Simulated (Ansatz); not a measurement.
# KAuF3 (cubic perovskite) (Pm-3m): how robust is the cRPA U?, part 2 of 2

What does U in KAuF3 (cubic perovskite) (Pm-3m) depend on besides the window?

Ansatz 0.2.0; constrained RPA on LDA, plane waves, PAW.

So far. Step 4 (Changed: 6×6×6 mesh): On the Au d shell, screening brings the on-site interaction from 12.6 eV down to U = 4.65 eV. Step 6 (Changed: smooth pair densities): On the Au d shell, screening brings the on-site interaction from 12.7 eV down to U = 4.69 eV.

The structure was built from a prototype and need not be the compound's stable phase.

### Step 7. Changed: sums without a band count

Contents of input.yaml:

```yaml
crystal:
  lattice:
    - [0.0, -4.32778339, 0.0]
    - [0.0, 0.0, 4.32778339]
    - [-4.32778339, 0.0, 0.0]
  atoms:
    - { symbol: K, position: [0.0, 0.0, 0.0] }
    - { symbol: Au, position: [0.5, 0.5, 0.5] }
    - { symbol: F, position: [0.5, 0.5, 0.0] }
    - { symbol: F, position: [0.5, 0.0, 0.5] }
    - { symbol: F, position: [0.0, 0.5, 0.5] }
kpoints:
  mp_grid: { grid: [8, 8, 8] }
hamiltonian:
  xc: lda
scf:
  occupations: { method: gaussian, width: 0.08 }
  n_extra_bands: 19
  max_iter: 150
  lower_state_search: "off"
output:
  crpa:
    kmesh: [4, 4, 4]
    target_bands: [v5, v1]
    projections: [{ species: Au, l: d, shell: 5 }]
    accuracy: sum_over_states
```

On the command line:

```console
$ ansatz run input.yaml --threads 4 --pin off --max-ram 9216MiB --backend cpu --events-out ev --progress --plain --runs-dir out
```

Numbers of over 12 decimals in the logs are rounded to 6 here.

Output:

```text
Error: 2 input errors — fix all and re-run
  1. invalid value for `output.crpa.n_empty_bands`: is left out, and the sums over bands alone (accuracy: sum_over_states under output.crpa) have no default for it, since their result follows it; type one, or take accuracy: low, medium or high under output.crpa
  2. invalid value for `output.crpa.ecut_chi`: is left out, and the sums over bands alone (accuracy: sum_over_states under output.crpa) have no default for it, since their result follows it; type one, or take accuracy: low, medium or high under output.crpa
```

Elapsed: 0.13 s, on 4 threads of Arm Neoverse V1, shared host; peak memory 0.087 GiB.

The program refused the input before any cycle.

The program's message: “Error: 2 input errors — fix all and re-run”

The fault put into this input: sums without a band count.

### Step 8. Changed: potentials

Changes to input.yaml since step 7:

```diff
@@ -15,2 +15,3 @@
   xc: lda
+  pseudopotentials: { kind: paw, source: ansatz }
 scf:
@@ -25,2 +26 @@
     projections: [{ species: Au, l: d, shell: 5 }]
-    accuracy: sum_over_states
```

Output:

```text
[...]
Crystal: 5 atoms, lattice volume = 81.058 Å³
Basis set: ecut = 1050 eV, 6235 PW (Γ)
Bands: 44, of which v1, the nominal top of the filled ones, is band 25 counted from 1 (24 counted from 0)
Symmetry: 48 space group operations
[...]
k-points: 35 of 512
[...]
χ-basis size per q: N_G = 257..304
[...]
screened: U = 4.6435 eV, U' = 3.9716 eV, J = 0.3102 eV
      screened d-shell averages: U_bar = F0 = 4.1060 eV, J_bar = 0.4446 eV
      screened, to within: U = 1.1e-2 eV, U' = 1.1e-2 eV, J = 5.2e-4 eV
      screened d-shell averages, to within: U_bar = 9.0e-3 eV, J_bar = 8.6e-4 eV
      bare: V = 12.6575 eV, V' = 11.6581 eV, J = 0.4290 eV
      bare d-shell averages: V_bar = F0 = 11.8580 eV, J_bar = 0.6289 eV
[...]
[key lines of the parts left out:]
SCF converged after 9 iterations
Free energy (F): -16771.376182 eV
Fermi energy:    6.675658 eV
```

Run time: 6.3 min. Hardware: 4 threads; peak memory 1.4 GiB; 24 min of CPU time.

Numbers from this step:

```
U                                                 : 4.644 eV
U prime (inter-orbital)                           : 3.972 eV
J                                                 : 0.3102 eV
bare V                                            : 12.66 eV
bare J                                            : 0.4290 eV
stated bound on U                                 : 0.01037 eV
U over bare V                                     : 0.3669
electrons in the window                           : 9.000
head of the constrained inverse dielectric matrix : 0.3386
least eigenvalue of the projection's overlap      : 0.5743
target functions                                  : 5
bands in the sums                                 : 50
width of the target bands                         : 4.295 eV
weight of the projected orbitals in the window    : 0.7315
```

On the Au d shell, screening brings the on-site interaction from 12.7 eV down to U = 4.64 eV.

### Step 9. Changed: volume +3 %

The cell differs from the one that the last finished run ended in (a 4.328 → 4.371 Å, b 4.328 → 4.371 Å, c 4.328 → 4.371 Å).

Changes to input.yaml since step 8:

```diff
@@ -2,5 +2,5 @@
   lattice:
-    - [0.0, -4.32778339, 0.0]
-    - [0.0, 0.0, 4.32778339]
-    - [-4.32778339, 0.0, 0.0]
+    - [0.0, -4.3706355174, 0.0]
+    - [0.0, 0.0, 4.3706355174]
+    - [-4.3706355174, 0.0, 0.0]
   atoms:
@@ -15,3 +15,2 @@
   xc: lda
-  pseudopotentials: { kind: paw, source: ansatz }
 scf:
@@ -26 +25,6 @@
     projections: [{ species: Au, l: d, shell: 5 }]
+  local_orbitals:
+    kmesh: [8, 8, 8]
+    orbitals: [{ species: Au, l: d, shell: 5 }]
+    window: { bands: [v5, v1] }
+    seedname: lo
```

Output:

```text
[...]
Crystal: 5 atoms, lattice volume = 83.490 Å³
Basis set: ecut = 420 eV, 1647 PW (Γ)
Bands: 44, of which v1, the nominal top of the filled ones, is band 25 counted from 1 (24 counted from 0)
Symmetry: 48 space group operations
[...]
k-points: 35 of 512
[...]
χ-basis size per q: N_G = 292..320
[...]
screened: U = 4.6222 eV, U' = 3.9530 eV, J = 0.3076 eV
      screened d-shell averages: U_bar = F0 = 4.0869 eV, J_bar = 0.4414 eV
      screened, to within: U = 1.6e-2 eV, U' = 1.6e-2 eV, J = 5.9e-4 eV
      screened d-shell averages, to within: U_bar = 1.4e-2 eV, J_bar = 1.1e-3 eV
      bare: V = 12.5685 eV, V' = 11.5735 eV, J = 0.4245 eV
      bare d-shell averages: V_bar = F0 = 11.7725 eV, J_bar = 0.6235 eV
[...]
[key lines of the parts left out:]
SCF converged after 7 iterations
Free energy (F): -16741.950986 eV
Fermi energy:    6.155398 eV
```

Run time: 87 s. Hardware: 4 threads; peak memory 0.64 GiB.

Numbers from this step:

```yaml
u: 4.622 eV
u_prime_inter_orbital: 3.953 eV
j: 0.3076 eV
bare_v: 12.57 eV
bare_j: 0.4245 eV
stated_bound_on_u: 0.01564 eV
u_over_bare_v: 0.3678
electrons_in_the_window: 9.000
head_of_the_constrained_inverse_dielectric_matrix: 0.3427
least_eigenvalue_of_the_projection_s_overlap: 0.5724
target_functions: 5
bands_in_the_sums: 50
r_m_s_miss_of_the_model_bands: 0.001523 eV
width_of_the_target_bands: 4.099 eV
weight_of_the_projected_orbitals_in_the_window: 0.7287
```

On the Au d shell, screening brings the on-site interaction from 12.6 eV down to U = 4.62 eV.

### Step 10. Side by side

Times are wall times on 4 threads of Arm Neoverse V1, shared host, good to a factor of about two.

```tsv
run	bare V (eV)	U (eV)	J (eV)	bound on U (eV)	width (eV)	time
target window	12.66	4.658	0.311	0.0151	4.29	86 s
2×2×2 mesh	13.33	5.213	0.333	0.0138	4.29	11 s
6×6×6 mesh	12.58	4.653	0.309	0.0149	4.29	8.8 min
smooth pair densities	12.66	4.693	0.329	0.0013	4.29	1.9 min
potentials	12.66	4.644	0.310	0.0104	4.30	6.3 min
volume +3 %	12.57	4.622	0.308	0.0156	4.10	87 s
```

### Step 11. Results

```yaml
target_window: U 4.66 eV, J 0.31 eV
2x2x2_mesh: U 5.21 eV, J 0.33 eV
6x6x6_mesh: U 4.65 eV, J 0.31 eV
smooth_pair_densities: U 4.69 eV, J 0.33 eV
potentials: U 4.64 eV, J 0.31 eV
volume_plus_3: U 4.62 eV, J 0.31 eV
```

2×2×2 mesh moves U by +0.55 eV at 0.12 times the time. 6×6×6 mesh moves U by −0.01 eV (within the solver's bounds, for the mean over orbitals) at 6.2 times the time. Smooth pair densities moves U by +0.03 eV. Potentials moves U by −0.01 eV (within the solver's bounds, for the mean over orbitals) at 4.4 times the time. Volume +3 % moves U by −0.04 eV. The printed bound covers the solver alone, not the mesh. The parent state is non-magnetic and the interaction static (zero frequency); U depends on the window and the orbitals, so it belongs to this model alone. Spin-orbit coupling, which is strong for atoms this heavy, is left out.

[Paths, hosts, dates, memory and timing lines, banners, echoed tables and standing remarks are left out of the program output.]

[Logs are printed without paths, hosts, clocks, repeated set-up lines and the standing remarks that a program may print on its own settings, such as how far it seeks lower states.]

[Runs of the session that timed out or met a known fault of the program may be left out.]

[Hosts, paths, dates, database ids (printed as entryN), source tags and the programs' standing remarks are cut or masked in the printed files.]
